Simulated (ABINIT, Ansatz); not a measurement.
# Converging GW for CdBr2 (P6_3mc) in ABINIT

What does each rung of G0W0 on CdBr2 (P6_3mc) cost, and what does it buy?

Main program and level: ABINIT 10.8.3; LDA and many-body steps on it, plane waves.

The database entry behind the starting cell has ideal inner coordinates that were not refined, so it need not match the best structure at ambient conditions.

### 1. The starting structure

The structure is hexagonal, space group P6_3mc (No. 186). Conventional cell: a = 3.985 Å, b = 3.985 Å, c = 12.561 Å, α = 90.00°, β = 90.00°, γ = 120.00°. Nearest to Cd lie 6 Br at 2.79 Å. Nearest to Br lie 3 Cd at 2.79 Å. Nearest to Br lie 3 Cd at 2.79 Å. Farther neighbours and most contacts between anions are not listed.

Coordinates:

```cif
data_structure
_symmetry_space_group_name_H-M 'P 1'
_symmetry_Int_Tables_number 1
_cell_length_a 3.9850
_cell_length_b 3.9850
_cell_length_c 12.5610
_cell_angle_alpha 90.000
_cell_angle_beta 90.000
_cell_angle_gamma 120.000
_cell_volume 172.75
loop_
_atom_site_label
_atom_site_type_symbol
_atom_site_fract_x
_atom_site_fract_y
_atom_site_fract_z
_atom_site_occupancy
Cd1 Cd 0.33333 0.66667 0.37500 1
Cd2 Cd 0.66667 0.33333 0.87500 1
Br3 Br 0.33333 0.66667 0.00000 1
Br4 Br 0.66667 0.33333 0.50000 1
Br5 Br 0.00000 0.00000 0.25000 1
Br6 Br 0.00000 0.00000 0.75000 1
```

The cell and positions come from the Crystallography Open Database and are kept as given unless a step says otherwise.

### 2. Empty states on the mesh, 3×3×1 mesh, 380 bands

This step: ABINIT 10.8.3; DFT, LDA, plane waves, norm-conserving pseudopotentials.

The sums over transitions need many empty states on a uniform mesh; this step solves for them.

File run.abi:

```
acell 3*1.0 Angstrom
rprim 
  3.985000000011 -0.000000000003 0.000000000000
  -1.992500000003 3.451111234092 0.000000000000
  0.000000000000 0.000000000000 12.561000000000
ntypat 2
znucl 48 35
natom 6
typat 1 1 2 2 2 2
xred 
  0.333333333333 0.666666666667 0.375000000000
  0.666666666667 0.333333333333 0.875000000000
  0.333333333333 0.666666666667 0.000000000000
  0.666666666667 0.333333333333 0.500000000000
  0.000000000000 0.000000000000 0.250000000000
  0.000000000000 0.000000000000 0.750000000000
pp_dirpath "pseudos"
pseudos "Cd.upf, Br.upf"
ecut 47
ngkpt 3 3 1
nshiftk 1
shiftk 0 0 0
kptopt 1
chksymbreak 0
iscf -2
irdden 1
istwfk *1
nband 380
nbdbuf 34
tolwfr 1e-09
nstep 60
prtvol 0
indata_prefix "in"
outdata_prefix "out"
tmpdata_prefix "tmp"
```

Command:

```sh
> OMP_NUM_THREADS=2 mpirun -n 3 abinit run.abi > log
```

Numbers of over 12 decimals in the logs are rounded to 6 here.

Log:

```text
.Version 10.8.3 of ABINIT. v10.8.2 released Aug 2026.

 Symmetries : space group P6_3 m c (#186); Bravais hP (primitive hexag.)
[... echo of the input left out ...]
== DATASET  1 ==================================================================
-   mpi_nproc: 3, omp_nthreads: 2 (-1 if OMP is not activated)

--- !DatasetInfo
iteration_state: {dtset: 1, }
dimensions: {natom: 6, nkpt: 3, mband: 380, nsppol: 1, nspinor: 1, nspden: 1, mpw: 18043, }
cutoff_energies: {ecut:  47.0, pawecutdg:  -1.0, }
[...]
3.20569    3.20570    3.21435    3.22087    3.22228    3.23043    3.23165    3.24130
   3.24142    3.24196    3.24265    3.24730    3.24751    3.24913    3.24947    3.25106
   3.25150    3.25303    3.27299    3.27468
 prteigrs : prtvol=0 or 1, do not print more k-points.

== END DATASET(S) ==============================================================
================================================================================

 -outvars: echo values of variables after computation  --------
            nband         380
             nkpt           3
          spgroup         186
 [... the other variables as echoed above ...]

 Calculation completed.
```

Elapsed: 5.9 min, on 3 MPI ranks of Arm Neoverse V2, shared host; peak memory 0.71 GiB.

This step gave:

| Quantity | Value |
| --- | --- |
| gap | 2.527 eV |
| k of the valence top | 0, 0, 0 |
| k of the conduction bottom | 0, 0, 0 |
| least direct gap | 2.527 eV |
| k points computed | 3 |
| lowest point of the top converged band, above the valence top | 80.8064 eV |

On this mesh the gap is 2.527 eV.

The density comes from a self-consistent run that is not shown.

### 3. Screening, 3×3×1 mesh, 73 bands, screening to 76.2 eV

The RPA dielectric matrix is built and inverted for each q.

This step: RPA screening on LDA, plane waves, norm-conserving pseudopotentials.

run.abi: that of step 2 with these lines changed.

```diff
@@ -24,10 +24,11 @@
 chksymbreak 0
-iscf -2
-irdden 1
 istwfk *1
-nband 380
-nbdbuf 34
-tolwfr 1e-09
-nstep 60
-prtvol 0
+occopt 1
+irdwfk 1
+optdriver 3
+nband 73
+ecuteps 2.8
+inclvkb 2
+awtr 1
+symchi 1
 indata_prefix "in"
```

Command:

```sh
> OMP_NUM_THREADS=1 mpirun -n 8 abinit run.abi > log
```

Log:

```text
.Version 10.8.3 of ABINIT. v10.8.2 released Aug 2026.

 Symmetries : space group P6_3 m c (#186); Bravais hP (primitive hexag.)
[... echo of the input left out ...]
== DATASET  1 ==================================================================
-   mpi_nproc: 8, omp_nthreads: 1 (-1 if OMP is not activated)

--- !DatasetInfo
iteration_state: {dtset: 1, }
dimensions: {natom: 6, nkpt: 3, mband: 73, nsppol: 1, nspinor: 1, nspden: 1, mpw: 18043, }
cutoff_energies: {ecut:  47.0, pawecutdg:  -1.0, }
electrons: {nelect:   6.80000000E+01, charge:   0.00000000E+00, occopt:   1.00000000E+00, tsmear:   1.00000000E-02, }

 SCREENING: Calculation of the susceptibility and dielectric matrices

 Based on a program developped by R.W. Godby, V. Olevano, G. Onida, and L. Reining.
 Incorporated in ABINIT by V. Olevano, G.-M. Rignanese, and M. Torrent.
.Using double precision arithmetic ; gwpc =  8

[... cell and pseudopotentials left out ...]
--------------------------------------------------------------------------------

 ==== K-mesh for the wavefunctions ====
 Number of points in the irreducible wedge :     3
[... list of points left out ...]
 Together with 12 symmetry operations and time-reversal symmetry
 yields     9 points in the full Brillouin Zone.

 ==== Q-mesh for the screening function ====
 Number of points in the irreducible wedge :     3
[... list of points left out ...]
 Together with 12 symmetry operations and time-reversal symmetry
 yields     9 points in the full Brillouin Zone.

 setmesh: FFT mesh size selected  =    25x   25x   96
          total number of points  =        60000

 vcoul_init : cutoff-mode = AUXILIARY_FUNCTION
 q-points for optical limit:   1
     1)      0.000010    0.000020    0.000030

- screening: taking advantage of time-reversal symmetry
- Maximum band index for partially occupied states nbvw = 34
- Remaining bands to be divided among processors   nbcw = 39
- Number of bands treated by each node ~4

 Number of electrons calculated from density =   68.0000; Expected =   68.0000
 average of density, n =  0.058331
 r_s =    1.5996
 omega_plasma =   23.2973 [eV]

 calculating chi0 at frequencies [eV] :
  1    0.000000E+00    0.000000E+00
  2    0.000000E+00    2.329732E+01

--------------------------------------------------------------------------------
  q-point number  1        q = ( 0.000000, 0.000000, 0.000000) [r.l.u.]
--------------------------------------------------------------------------------
[... chi0 elements left out ...]
 For q-point:  0.000010 0.000020 0.000030
  dielectric constant =   5.2859
  dielectric constant without local fields =   5.9981

  Average fulfillment of the sum rule on Im[epsilon] for q-point    1 :     37.00  [%]
[... wings left out ...]
  q-point number  2        q = ( 0.333333, 0.000000, 0.000000) [r.l.u.]
--------------------------------------------------------------------------------
[... chi0 elements left out ...]
  Average fulfillment of the sum rule on Im[epsilon] for q-point    2 :     34.45  [%]

 [... 1 further q-points ...]
```

It took 13 s on 8 MPI ranks; peak memory 2.7 GiB; 1.7 min of CPU time.

Numbers from this step:

| Item | Value |
| --- | --- |
| ε∞ with local fields, on this mesh, along the program's q direction | 5.286 |
| the same without local fields | 5.998 |
| plasma frequency | 23.30 eV |
| plane waves in the screening matrix | 263 |

Local fields lower ε∞ by 12 %. On a Γ-centred mesh this coarse the value itself is usually too large, while a short band sum pulls it down.

### 4. 73 bands, 76.2 eV

The self-energy is evaluated for the states that the input lists, and the levels follow from it, in one-shot runs by the linearised quasiparticle equation.

This step: G0W0 on LDA, plane waves, norm-conserving pseudopotentials.

run.abi: that of step 3 with these lines changed.

```diff
@@ -27,8 +27,15 @@
 irdwfk 1
-optdriver 3
+optdriver 4
 nband 73
+gwcalctyp 0
+ecutsigx 47
+symsigma 1
+nkptgw 1
+kptgw 
+  0.0000000000 0.0000000000 0.0000000000
+bdgw 
+  33 36
 ecuteps 2.8
-inclvkb 2
-awtr 1
-symchi 1
+irdscr 1
+ppmodel 1
 indata_prefix "in"
```

Log:

```text
.Version 10.8.3 of ABINIT. v10.8.2 released Aug 2026.

 Symmetries : space group P6_3 m c (#186); Bravais hP (primitive hexag.)
[... echo of the input left out ...]
== DATASET  1 ==================================================================
-   mpi_nproc: 8, omp_nthreads: 1 (-1 if OMP is not activated)

--- !DatasetInfo
iteration_state: {dtset: 1, }
dimensions: {natom: 6, nkpt: 3, mband: 73, nsppol: 1, nspinor: 1, nspden: 1, mpw: 18043, }
cutoff_energies: {ecut:  47.0, pawecutdg:  -1.0, }
electrons: {nelect:   6.80000000E+01, charge:   0.00000000E+00, occopt:   1.00000000E+00, tsmear:   1.00000000E-02, }

 SIGMA: Calculation of the GW corrections

 Based on a program developped by R.W. Godby, V. Olevano, G. Onida, and L. Reining.
 Incorporated in ABINIT by V. Olevano, G.-M. Rignanese, and M. Torrent.
.Using double precision arithmetic ; gwpc =  8

[... cell and pseudopotentials left out ...]
--------------------------------------------------------------------------------

 ==== K-mesh for the wavefunctions ====
 Number of points in the irreducible wedge :     3
[... list of points left out ...]
 Together with 12 symmetry operations and time-reversal symmetry
 yields     9 points in the full Brillouin Zone.

 ==== Q-mesh for screening function ====
 Number of points in the irreducible wedge :     3
[... list of points left out ...]
 Together with 12 symmetry operations and time-reversal symmetry
 yields     9 points in the full Brillouin Zone.

 vcoul_init : cutoff-mode = AUXILIARY_FUNCTION
 q-points for optical limit:   1
     1)      0.000010    0.000020    0.000030
 setmesh: FFT mesh size selected  =    45x   45x  150
          total number of points  =       303750

 Number of electrons calculated from density =   68.0000; Expected =   68.0000
 average of density, n =  0.058331
 r_s =    1.5996
 omega_plasma =   23.2973 [eV]

 === KS Band Gaps ===
  >>>> For spin  1
   Minimum direct gap =   2.5271 [eV], located at k-point      :   0.0000  0.0000  0.0000
   Fundamental gap    =   2.5271 [eV], Top of valence bands at :   0.0000  0.0000  0.0000
                                       Bottom of conduction at :   0.0000  0.0000  0.0000
 SIGMA fundamental parameters:
 PLASMON POLE MODEL  1
 number of plane-waves for SigmaX                18043
 number of plane-waves for SigmaC and W            263
 number of plane-waves for wavefunctions         18043
 number of bands                                    73
 number of independent spin polarizations            1
 number of spinorial components                      1
 number of k-points in IBZ                           3
 number of q-points in IBZ                           3
 number of symmetry operations                      12
 number of k-points in BZ                            9
 number of q-points in BZ                            9
 number of frequencies for dSigma/dE                 9
 frequency step for dSigma/dE [eV]                0.25
 number of omega for Sigma on real axis              0
 max omega for Sigma on real axis  [eV]           0.00
 zcut for avoiding poles [eV]                     0.10

 EPSILON^-1 parameters (SCR file):
 dimension of the eps^-1 matrix on file            263
 dimension of the eps^-1 matrix used               263
 number of plane-waves for wavefunctions         18043
 number of bands                                    73
 number of q-points in IBZ                           3
 number of frequencies                               2
 number of real frequencies                          1
 number of imag frequencies                          1

 matrix elements of self-energy operator (all in [eV])

 Perturbative Calculation

--- !SelfEnergy_ee
iteration_state: {dtset: 1, }
kpoint     : [   0.000,    0.000,    0.000, ]
spin       : 1
KS_gap     :    2.527
QP_gap     :    4.453
Delta_QP_KS:    1.926
data: !SigmaeeData |
     Band     E0 <VxcDFT>   SigX SigC(E0)      Z dSigC/dE  Sig(E)    E-E0       E
       33   1.953 -14.386 -18.109   3.302   0.798  -0.254 -14.721  -0.336   1.617
       34   1.953 -14.386 -18.109   3.302   0.798  -0.254 -14.721  -0.336   1.617
       35   4.480 -11.189  -6.791  -2.477   0.828  -0.208  -9.599   1.590   6.070
       36   5.830 -12.769  -8.237  -2.304   0.820  -0.220 -10.942   1.827   7.657

== END DATASET(S) ==============================================================
================================================================================

 -outvars: echo values of variables after computation  --------
           etotal      0.0000000000E+00
            nband          73
             nkpt           3
          spgroup         186
 [... the other variables as echoed above ...]

 Calculation completed.
```

The job ended after 4.6 s (8 MPI ranks; peak memory 0.41 GiB; 36 s of CPU time).

This step gave:

* G0W0 gap on the points computed: 4.453 eV
* starting gap on the mesh: 2.527 eV
* k of the valence top: 0, 0, 0
* k of the conduction bottom: 0, 0, 0
* Z at the valence top: 0.798
* Z at the conduction bottom: 0.828
* least direct G0W0 gap on the computed points: 4.453 eV

The gap on the mesh goes from 2.53 eV to 4.45 eV, a correction of +1.93 eV.

### 5. Screening, 3×3×1 mesh, 161 bands, screening to 141.5 eV

This step: RPA screening on LDA, plane waves, norm-conserving pseudopotentials.

run.abi: that of step 4 with these lines changed.

```diff
@@ -27,15 +27,8 @@
 irdwfk 1
-optdriver 4
-nband 73
-gwcalctyp 0
-ecutsigx 47
-symsigma 1
-nkptgw 1
-kptgw 
-  0.0000000000 0.0000000000 0.0000000000
-bdgw 
-  33 36
-ecuteps 2.8
-irdscr 1
-ppmodel 1
+optdriver 3
+nband 161
+ecuteps 5.2
+inclvkb 2
+awtr 1
+symchi 1
 indata_prefix "in"
```

Log:

```text
.Version 10.8.3 of ABINIT. v10.8.2 released Aug 2026.

 Symmetries : space group P6_3 m c (#186); Bravais hP (primitive hexag.)
[... echo of the input left out ...]
== DATASET  1 ==================================================================
-   mpi_nproc: 8, omp_nthreads: 1 (-1 if OMP is not activated)

--- !DatasetInfo
iteration_state: {dtset: 1, }
dimensions: {natom: 6, nkpt: 3, mband: 161, nsppol: 1, nspinor: 1, nspden: 1, mpw: 18043, }
cutoff_energies: {ecut:  47.0, pawecutdg:  -1.0, }
electrons: {nelect:   6.80000000E+01, charge:   0.00000000E+00, occopt:   1.00000000E+00, tsmear:   1.00000000E-02, }

 SCREENING: Calculation of the susceptibility and dielectric matrices

 Based on a program developped by R.W. Godby, V. Olevano, G. Onida, and L. Reining.
 Incorporated in ABINIT by V. Olevano, G.-M. Rignanese, and M. Torrent.
.Using double precision arithmetic ; gwpc =  8

[... cell and pseudopotentials left out ...]
--------------------------------------------------------------------------------

 ==== K-mesh for the wavefunctions ====
 Number of points in the irreducible wedge :     3
[... list of points left out ...]
 Together with 12 symmetry operations and time-reversal symmetry
 yields     9 points in the full Brillouin Zone.

 ==== Q-mesh for the screening function ====
 Number of points in the irreducible wedge :     3
[... list of points left out ...]
 Together with 12 symmetry operations and time-reversal symmetry
 yields     9 points in the full Brillouin Zone.

 setmesh: FFT mesh size selected  =    27x   27x  100
          total number of points  =        72900

 vcoul_init : cutoff-mode = AUXILIARY_FUNCTION
 q-points for optical limit:   1
     1)      0.000010    0.000020    0.000030

- screening: taking advantage of time-reversal symmetry
- Maximum band index for partially occupied states nbvw = 34
- Remaining bands to be divided among processors   nbcw = 127
- Number of bands treated by each node ~15

 Number of electrons calculated from density =   68.0000; Expected =   68.0000
 average of density, n =  0.058331
 r_s =    1.5996
 omega_plasma =   23.2973 [eV]

 calculating chi0 at frequencies [eV] :
  1    0.000000E+00    0.000000E+00
  2    0.000000E+00    2.329732E+01

--------------------------------------------------------------------------------
  q-point number  1        q = ( 0.000000, 0.000000, 0.000000) [r.l.u.]
--------------------------------------------------------------------------------
[... chi0 elements left out ...]
 For q-point:  0.000010 0.000020 0.000030
  dielectric constant =   5.3615
  dielectric constant without local fields =   6.0977

  Average fulfillment of the sum rule on Im[epsilon] for q-point    1 :     59.83  [%]
[... wings left out ...]
  q-point number  2        q = ( 0.333333, 0.000000, 0.000000) [r.l.u.]
--------------------------------------------------------------------------------
[... chi0 elements left out ...]
  Average fulfillment of the sum rule on Im[epsilon] for q-point    2 :     58.18  [%]

 [... 1 further q-points ...]
```

Run time: 39 s. Hardware: 8 MPI ranks; peak memory 3.3 GiB; 5.2 min of CPU time.

This step gave:

```yaml
eps_infinity_with_local_fields_on_this_mesh_along_the_program_s_q_direction: 5.362
the_same_without_local_fields: 6.098
plasma_frequency: 23.30 eV
plane_waves_in_the_screening_matrix: 649
```

[end of part 1 of 2]

[Paths, hosts, dates, memory and timing lines, banners, echoed tables and standing remarks are left out of the program output.]

[Logs are printed without paths, hosts, clocks, repeated set-up lines and the standing remarks that a program may print on its own settings, such as how far it seeks lower states.]

[Runs of the session that timed out or met a known fault of the program may be left out.]

[Hosts, paths, dates, database ids (printed as entryN), source tags and the programs' standing remarks are cut or masked in the printed files.]

[G0W0 gaps are taken among the corrected bands and points alone; a level outside them can change the order at an edge.]

[Where Ansatz stands beside ABINIT at settings called matched, ABINIT's density can come from a denser mesh and the files from another edition; pairs whose starting gaps differed by over 0.03 eV were left out, so agreement reads better than it is.]
